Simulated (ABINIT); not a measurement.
# TlBiSe3 (Pm-3m): zone-centre phonons, part 4 of 4

Which modes does TlBiSe3 (Pm-3m) have at the zone centre?

ABINIT 10.8.3; DFT LDA, scalar-relativistic, plane waves, HGH norm-conserving pseudopotentials.

So far. Step 6 (Linear response at Γ): The acoustic modes at Γ come out as far as 1.8 cm⁻¹ from zero, where they should vanish, a small numerical error. The lowest optical mode is imaginary, 85i cm⁻¹, an instability at this level and on this k mesh. Step 7 (Modes with the sum rule): The rule moves no optical mode by more than 0.2 cm⁻¹. The relaxed cell has a = 5.405 Å (conventional setting).

The structure was built from a prototype and need not be the compound's stable phase.

## 8. Sum rules set otherwise (asr 0)

Without the rule the raw error of the acoustic modes shows.

Contents of anaddb.abi:

```
ddb_filepath "gamma_DDB"
output_file "anaddb.abo"
outdata_prefix "anaddb"
asr 0
chneut 0
enunit 2
eivec 1
nph1l 1
qph1l 0.0 0.0 0.0 1.0
```

Contents of mrgddb.in:

```
gamma_DDB
merged
2
dfpt_gammao_DDB
gso_DDB
```

Run with:

```sh
mrgddb < mrgddb.in > mrgddb.log
OMP_NUM_THREADS=1 anaddb anaddb.abi > anaddb.log
```

anaddb.abo, the main output file:

```text
-outvars_anaddb: echo values of input variables ----------------------

 Miscellaneous information :
      enunit         2
       eivec         1
      chneut         0
 First list of wavevector (reduced coord.) :
       nph1l         1
       qph1l
                     0.00000000E+00  0.00000000E+00  0.00000000E+00    1.000E+00

================================================================================

 read the DDB information and perform some checks

  ==== Info on the Cryst% object ====
 Real(R)+Recip(G) space primitive vectors, cartesian coordinates (Bohr,Bohr^-1):
 R(1)= 10.2138567  0.0000000  0.0000000  G(1)=  0.0979062  0.0000000  0.0000000
 R(2)=  0.0000000 10.2138567  0.0000000  G(2)=  0.0000000  0.0979062  0.0000000
 R(3)=  0.0000000  0.0000000 10.2138567  G(3)=  0.0000000  0.0000000  0.0979062
 Unit cell volume ucvol=  1.0655388E+03 bohr^3
 Angles (23,13,12)=  9.00000000E+01  9.00000000E+01  9.00000000E+01 degrees
 Time-reversal symmetry is present
 Reduced atomic positions [iatom, xred, symbol]:
    1)    0.0000000  0.0000000  0.0000000  Tl
    2)    0.5000000  0.5000000  0.5000000  Bi
    3)    0.5000000  0.5000000  0.0000000  Se
    4)    0.5000000  0.0000000  0.5000000  Se
    5)    0.0000000  0.5000000  0.5000000  Se

 DDB file with 3 blocks has been read.

================================================================================

 Treat the first list of vectors

  Phonon wavevector (reduced coordinates) :  0.00000  0.00000  0.00000
 Phonon energies in Hartree :
  -3.893428E-04 -3.893428E-04 -3.893428E-04 -3.647317E-04 -3.647317E-04
  -3.647317E-04 -1.431607E-04 -1.431607E-04 -1.431607E-04 -8.229889E-06
  -8.229888E-06 -8.229888E-06  6.417033E-04  6.417033E-04  6.417033E-04
 Phonon energies in meV     :
- -1.059456E+01 -1.059456E+01 -1.059456E+01 -9.924854E+00 -9.924854E+00
- -9.924854E+00 -3.895602E+00 -3.895602E+00 -3.895602E+00 -2.239467E-01
- -2.239467E-01 -2.239466E-01  1.746164E+01  1.746164E+01  1.746164E+01
 Phonon frequencies in cm-1    :
- -8.545088E+01 -8.545088E+01 -8.545088E+01 -8.004935E+01 -8.004935E+01
- -8.004935E+01 -3.142015E+01 -3.142015E+01 -3.142015E+01 -1.806252E+00
- -1.806252E+00 -1.806252E+00  1.408376E+02  1.408376E+02  1.408376E+02
 Phonon frequencies in Thz     :
- -2.561753E+00 -2.561753E+00 -2.561753E+00 -2.399819E+00 -2.399819E+00
- -2.399819E+00 -9.419524E-01 -9.419524E-01 -9.419524E-01 -5.415007E-02
- -5.415006E-02 -5.415006E-02  4.222205E+00  4.222205E+00  4.222205E+00
 Phonon energies in Kelvin  :
- -1.229447E+02 -1.229447E+02 -1.229447E+02 -1.151731E+02 -1.151731E+02
- -1.151731E+02 -4.520659E+01 -4.520659E+01 -4.520659E+01 -2.598793E+00
- -2.598793E+00 -2.598793E+00  2.026339E+02  2.026339E+02  2.026339E+02

 Eigendisplacements
 (will be given, for each mode : in cartesian coordinates
   for each atom the real part of the displacement vector,
   then the imaginary part of the displacement vector - absolute values smaller than 1.0d-7 are set to zero)
  Mode number    1   Energy   -3.893428E-04
 Attention : low frequency mode.
   (Could be unstable or acoustic mode)
-  1  0.00000000E+00  0.00000000E+00  3.19617222E-04
-     0.00000000E+00  0.00000000E+00  0.00000000E+00
-  2  0.00000000E+00  0.00000000E+00  7.84215110E-04
-     0.00000000E+00  0.00000000E+00  0.00000000E+00
-  3  0.00000000E+00  0.00000000E+00  2.49330635E-04
-     0.00000000E+00  0.00000000E+00  0.00000000E+00
-  4  0.00000000E+00  0.00000000E+00 -1.58007908E-03
-     0.00000000E+00  0.00000000E+00  0.00000000E+00
-  5  0.00000000E+00  0.00000000E+00 -1.58007908E-03
-     0.00000000E+00  0.00000000E+00  0.00000000E+00
  Mode number    2   Energy   -3.893428E-04
 Attention : low frequency mode.
   (Could be unstable or acoustic mode)
-  1  0.00000000E+00  3.19617222E-04  0.00000000E+00
-     0.00000000E+00  0.00000000E+00  0.00000000E+00
-  2  0.00000000E+00  7.84215110E-04  0.00000000E+00
-     0.00000000E+00  0.00000000E+00  0.00000000E+00
-  3  0.00000000E+00 -1.58007908E-03  0.00000000E+00
-     0.00000000E+00  0.00000000E+00  0.00000000E+00
-  4  0.00000000E+00  2.49330635E-04  0.00000000E+00
-     0.00000000E+00  0.00000000E+00  0.00000000E+00
-  5  0.00000000E+00 -1.58007908E-03  0.00000000E+00
-     0.00000000E+00  0.00000000E+00  0.00000000E+00
  Mode number    3   Energy   -3.893428E-04
 Attention : low frequency mode.
   (Could be unstable or acoustic mode)
-  1  3.19617222E-04  0.00000000E+00  0.00000000E+00
-     0.00000000E+00  0.00000000E+00  0.00000000E+00
-  2  7.84215110E-04  0.00000000E+00  0.00000000E+00
-     0.00000000E+00  0.00000000E+00  0.00000000E+00
-  3 -1.58007908E-03  0.00000000E+00  0.00000000E+00
-     0.00000000E+00  0.00000000E+00  0.00000000E+00
-  4 -1.58007908E-03  0.00000000E+00  0.00000000E+00
-     0.00000000E+00  0.00000000E+00  0.00000000E+00
-  5  2.49330635E-04  0.00000000E+00  0.00000000E+00
-     0.00000000E+00  0.00000000E+00  0.00000000E+00
  Mode number    4   Energy   -3.647317E-04
 Attention : low frequency mode.
   (Could be unstable or acoustic mode)
-  1  0.00000000E+00  0.00000000E+00  0.00000000E+00
-     0.00000000E+00  0.00000000E+00  0.00000000E+00
-  2  0.00000000E+00  0.00000000E+00  0.00000000E+00
-     0.00000000E+00  0.00000000E+00  0.00000000E+00
-  3  0.00000000E+00  0.00000000E+00  0.00000000E+00
-     0.00000000E+00  0.00000000E+00  0.00000000E+00
-  4  0.00000000E+00  0.00000000E+00 -1.86380890E-03
-     0.00000000E+00  0.00000000E+00  0.00000000E+00
-  5  0.00000000E+00  0.00000000E+00  1.86380890E-03
-     0.00000000E+00  0.00000000E+00  0.00000000E+00
  Mode number    5   Energy   -3.647317E-04
 Attention : low frequency mode.
   (Could be unstable or acoustic mode)
-  1  0.00000000E+00  0.00000000E+00  0.00000000E+00
-     0.00000000E+00  0.00000000E+00  0.00000000E+00
-  2  0.00000000E+00  0.00000000E+00  0.00000000E+00
-     0.00000000E+00  0.00000000E+00  0.00000000E+00
-  3  0.00000000E+00  1.86380890E-03  0.00000000E+00
-     0.00000000E+00  0.00000000E+00  0.00000000E+00
-  4  0.00000000E+00  0.00000000E+00  0.00000000E+00
-     0.00000000E+00  0.00000000E+00  0.00000000E+00
-  5  0.00000000E+00 -1.86380890E-03  0.00000000E+00
-     0.00000000E+00  0.00000000E+00  0.00000000E+00
  Mode number    6   Energy   -3.647317E-04
 Attention : low frequency mode.
   (Could be unstable or acoustic mode)
-  1  0.00000000E+00  0.00000000E+00  0.00000000E+00
-     0.00000000E+00  0.00000000E+00  0.00000000E+00
-  2  0.00000000E+00  0.00000000E+00  0.00000000E+00
-     0.00000000E+00  0.00000000E+00  0.00000000E+00
-  3  1.86380890E-03  0.00000000E+00  0.00000000E+00
-     0.00000000E+00  0.00000000E+00  0.00000000E+00
-  4 -1.86380890E-03  0.00000000E+00  0.00000000E+00
-     0.00000000E+00  0.00000000E+00  0.00000000E+00
-  5  0.00000000E+00  0.00000000E+00  0.00000000E+00
-     0.00000000E+00  0.00000000E+00  0.00000000E+00
  Mode number    7   Energy   -1.431607E-04
 Attention : low frequency mode.
   (Could be unstable or acoustic mode)
-  1  0.00000000E+00  0.00000000E+00 -1.31738175E-03
-     0.00000000E+00  0.00000000E+00  0.00000000E+00
-  2  0.00000000E+00  0.00000000E+00  8.46008258E-04
-     0.00000000E+00  0.00000000E+00  0.00000000E+00
-  3  0.00000000E+00  0.00000000E+00  6.50873043E-04
-     0.00000000E+00  0.00000000E+00  0.00000000E+00
-  4  0.00000000E+00  0.00000000E+00  2.62117569E-04
-     0.00000000E+00  0.00000000E+00  0.00000000E+00
-  5  0.00000000E+00  0.00000000E+00  2.62117569E-04
-     0.00000000E+00  0.00000000E+00  0.00000000E+00
  Mode number    8   Energy   -1.431607E-04
 Attention : low frequency mode.
   (Could be unstable or acoustic mode)
-  1  0.00000000E+00 -1.31738175E-03  0.00000000E+00
-     0.00000000E+00  0.00000000E+00  0.00000000E+00
-  2  0.00000000E+00  8.46008258E-04  0.00000000E+00
-     0.00000000E+00  0.00000000E+00  0.00000000E+00
-  3  0.00000000E+00  2.62117569E-04  0.00000000E+00
-     0.00000000E+00  0.00000000E+00  0.00000000E+00
-  4  0.00000000E+00  6.50873043E-04  0.00000000E+00
-     0.00000000E+00  0.00000000E+00  0.00000000E+00
-  5  0.00000000E+00  2.62117569E-04  0.00000000E+00
-     0.00000000E+00  0.00000000E+00  0.00000000E+00
  Mode number    9   Energy   -1.431607E-04
 Attention : low frequency mode.
   (Could be unstable or acoustic mode)
-  1  1.31738175E-03  0.00000000E+00  0.00000000E+00
-     0.00000000E+00  0.00000000E+00  0.00000000E+00
-  2 -8.46008258E-04  0.00000000E+00  0.00000000E+00
-     0.00000000E+00  0.00000000E+00  0.00000000E+00
-  3 -2.62117569E-04  0.00000000E+00  0.00000000E+00
-     0.00000000E+00  0.00000000E+00  0.00000000E+00
-  4 -2.62117569E-04  0.00000000E+00  0.00000000E+00
-     0.00000000E+00  0.00000000E+00  0.00000000E+00
-  5 -6.50873043E-04  0.00000000E+00  0.00000000E+00
-     0.00000000E+00  0.00000000E+00  0.00000000E+00
  Mode number   10   Energy   -8.229889E-06
 Attention : low frequency mode.
   (Could be unstable or acoustic mode)
-  1  0.00000000E+00  0.00000000E+00 -9.19586978E-04
-     0.00000000E+00  0.00000000E+00  0.00000000E+00
-  2  0.00000000E+00  0.00000000E+00 -9.18987695E-04
-     0.00000000E+00  0.00000000E+00  0.00000000E+00
-  3  0.00000000E+00  0.00000000E+00 -9.17945613E-04
-     0.00000000E+00  0.00000000E+00  0.00000000E+00
-  4  0.00000000E+00  0.00000000E+00 -9.16745964E-04
-     0.00000000E+00  0.00000000E+00  0.00000000E+00
-  5  0.00000000E+00  0.00000000E+00 -9.16745964E-04
-     0.00000000E+00  0.00000000E+00  0.00000000E+00
  Mode number   11   Energy   -8.229888E-06
 Attention : low frequency mode.
   (Could be unstable or acoustic mode)
-  1  0.00000000E+00 -9.19586978E-04  0.00000000E+00
-     0.00000000E+00  0.00000000E+00  0.00000000E+00
-  2  0.00000000E+00 -9.18987695E-04  0.00000000E+00
-     0.00000000E+00  0.00000000E+00  0.00000000E+00
-  3  0.00000000E+00 -9.16745964E-04  0.00000000E+00
-     0.00000000E+00  0.00000000E+00  0.00000000E+00
-  4  0.00000000E+00 -9.17945613E-04  0.00000000E+00
-     0.00000000E+00  0.00000000E+00  0.00000000E+00
-  5  0.00000000E+00 -9.16745964E-04  0.00000000E+00
-     0.00000000E+00  0.00000000E+00  0.00000000E+00
  Mode number   12   Energy   -8.229888E-06
 Attention : low frequency mode.
   (Could be unstable or acoustic mode)
-  1  9.19586978E-04  0.00000000E+00  0.00000000E+00
-     0.00000000E+00  0.00000000E+00  0.00000000E+00
-  2  9.18987695E-04  0.00000000E+00  0.00000000E+00
-     0.00000000E+00  0.00000000E+00  0.00000000E+00
-  3  9.16745964E-04  0.00000000E+00  0.00000000E+00
-     0.00000000E+00  0.00000000E+00  0.00000000E+00
-  4  9.16745964E-04  0.00000000E+00  0.00000000E+00
-     0.00000000E+00  0.00000000E+00  0.00000000E+00
-  5  9.17945613E-04  0.00000000E+00  0.00000000E+00
-     0.00000000E+00  0.00000000E+00  0.00000000E+00
  Mode number   13   Energy    6.417033E-04
-  1  0.00000000E+00  0.00000000E+00  2.79998698E-05
-     0.00000000E+00  0.00000000E+00  0.00000000E+00
-  2  0.00000000E+00  0.00000000E+00  6.70648277E-04
-     0.00000000E+00  0.00000000E+00  0.00000000E+00
-  3  0.00000000E+00  0.00000000E+00 -2.37047287E-03
-     0.00000000E+00  0.00000000E+00  0.00000000E+00
-  4  0.00000000E+00  0.00000000E+00  2.60777536E-04
-     0.00000000E+00  0.00000000E+00  0.00000000E+00
-  5  0.00000000E+00  0.00000000E+00  2.60777536E-04
-     0.00000000E+00  0.00000000E+00  0.00000000E+00
  Mode number   14   Energy    6.417033E-04
-  1  0.00000000E+00  2.79998698E-05  0.00000000E+00
-     0.00000000E+00  0.00000000E+00  0.00000000E+00
-  2  0.00000000E+00  6.70648277E-04  0.00000000E+00
-     0.00000000E+00  0.00000000E+00  0.00000000E+00
-  3  0.00000000E+00  2.60777536E-04  0.00000000E+00
-     0.00000000E+00  0.00000000E+00  0.00000000E+00
-  4  0.00000000E+00 -2.37047287E-03  0.00000000E+00
-     0.00000000E+00  0.00000000E+00  0.00000000E+00
-  5  0.00000000E+00  2.60777536E-04  0.00000000E+00
-     0.00000000E+00  0.00000000E+00  0.00000000E+00
  Mode number   15   Energy    6.417033E-04
-  1  2.79998698E-05  0.00000000E+00  0.00000000E+00
-     0.00000000E+00  0.00000000E+00  0.00000000E+00
-  2  6.70648277E-04  0.00000000E+00  0.00000000E+00
-     0.00000000E+00  0.00000000E+00  0.00000000E+00
-  3  2.60777536E-04  0.00000000E+00  0.00000000E+00
-     0.00000000E+00  0.00000000E+00  0.00000000E+00
-  4  2.60777536E-04  0.00000000E+00  0.00000000E+00
-     0.00000000E+00  0.00000000E+00  0.00000000E+00
-  5 -2.37047287E-03  0.00000000E+00  0.00000000E+00
-     0.00000000E+00  0.00000000E+00  0.00000000E+00

 Analysis of degeneracies and characters (maximum tolerance=1.00E-06 a.u.)
 For each vibration mode, or group of modes if degenerate,
 the characters are given for each symmetry operation (see the list in the log file).
 Symmetry characters of vibration mode #   1
       degenerate with vibration modes #   2 to    3
  3.0 -3.0 -1.0  1.0 -1.0  1.0 -1.0  1.0  1.0 -1.0 -1.0  1.0  1.0 -1.0 -1.0  1.0
  0.0 -0.0 -0.0  0.0  0.0 -0.0 -0.0  0.0  1.0 -1.0 -1.0  1.0 -1.0  1.0  1.0 -1.0
  0.0 -0.0  0.0 -0.0 -0.0  0.0 -0.0  0.0  1.0 -1.0  1.0 -1.0 -1.0  1.0 -1.0  1.0
 Symmetry characters of vibration mode #   4
       degenerate with vibration modes #   5 to    6
  3.0 -3.0 -1.0  1.0 -1.0  1.0 -1.0  1.0 -1.0  1.0  1.0 -1.0 -1.0  1.0  1.0 -1.0
 -0.0  0.0 -0.0  0.0  0.0 -0.0 -0.0  0.0 -1.0  1.0  1.0 -1.0  1.0 -1.0 -1.0  1.0
 -0.0  0.0  0.0 -0.0 -0.0  0.0 -0.0  0.0 -1.0  1.0 -1.0  1.0  1.0 -1.0  1.0 -1.0
 Symmetry characters of vibration mode #   7
       degenerate with vibration modes #   8 to    9
  3.0 -3.0 -1.0  1.0 -1.0  1.0 -1.0  1.0  1.0 -1.0 -1.0  1.0  1.0 -1.0 -1.0  1.0
 -0.0  0.0 -0.0  0.0  0.0 -0.0  0.0 -0.0  1.0 -1.0 -1.0  1.0 -1.0  1.0  1.0 -1.0
 -0.0  0.0  0.0 -0.0  0.0 -0.0 -0.0  0.0  1.0 -1.0  1.0 -1.0 -1.0  1.0 -1.0  1.0
 Symmetry characters of vibration mode #  10
       degenerate with vibration modes #  11 to   12
  3.0 -3.0 -1.0  1.0 -1.0  1.0 -1.0  1.0  1.0 -1.0 -1.0  1.0  1.0 -1.0 -1.0  1.0
 -0.0  0.0 -0.0  0.0  0.0 -0.0  0.0 -0.0  1.0 -1.0 -1.0  1.0 -1.0  1.0  1.0 -1.0
 -0.0  0.0  0.0 -0.0  0.0 -0.0 -0.0  0.0  1.0 -1.0  1.0 -1.0 -1.0  1.0 -1.0  1.0
 Symmetry characters of vibration mode #  13
       degenerate with vibration modes #  14 to   15
  3.0 -3.0 -1.0  1.0 -1.0  1.0 -1.0  1.0  1.0 -1.0 -1.0  1.0  1.0 -1.0 -1.0  1.0
 -0.0  0.0 -0.0  0.0  0.0 -0.0  0.0 -0.0  1.0 -1.0 -1.0  1.0 -1.0  1.0  1.0 -1.0
 -0.0  0.0  0.0 -0.0  0.0 -0.0 -0.0  0.0  1.0 -1.0  1.0 -1.0 -1.0  1.0 -1.0  1.0
-
```

It took 0.51 s on 1 thread of Arm Neoverse V2, shared host.

Numbers from this step:

- lowest optical zone-centre mode: -85.45 cm⁻¹

Zone-centre frequencies as printed; negative means imaginary. Modes:

```tsv
mode	frequency (cm⁻¹)
1	-85.45
2	-85.45
3	-85.45
4	-80.05
5	-80.05
6	-80.05
7	-31.42
8	-31.42
9	-31.42
10	-1.81
11	-1.81
12	-1.81
13	140.8
14	140.8
15	140.8
```

## 9. Summary of results

```json
{"space group after relaxation": "Pm-3m", "volume per atom": "31.6 Å³", "highest optical zone-centre mode (no LO-TO term)": "140.8 cm⁻¹", "lowest optical zone-centre mode": "-85.4 cm⁻¹", "imaginary optical modes at the zone centre (no q mesh in this session)": "yes"}
```

At the LDA level the optical modes of TlBiSe3 (Pm-3m) at the zone centre run from 85i to 141 cm⁻¹, so the structure is a saddle point, with 9 modes beyond 10i cm⁻¹ there. The base run prints -0.78 GPa, mostly the error of a finite basis; the relaxation, with a smoothed and higher cutoff, had brought the cell to rest. These are harmonic frequencies at zero temperature: anharmonic shifts and linewidths and thermal expansion are left out. Spin-orbit coupling is left out, which can matter for the heavy elements here. The HGH files keep few electrons and have no core correction, which is cheap but rough for Bi and Tl. In a metal the frequencies hang on the k mesh and the smearing, most of all near Kohn anomalies. The structure is a hypothetical one, built on a prototype.

[Host names and launcher messages were left out of these logs when they were recorded.]

[Logs are printed without paths, hosts, clocks, repeated set-up lines and the standing remarks that a program may print on its own settings, such as how far it seeks lower states.]

[Hosts, paths, dates, database ids (printed as entryN), source tags and the programs' standing remarks are cut or masked in the printed files.]
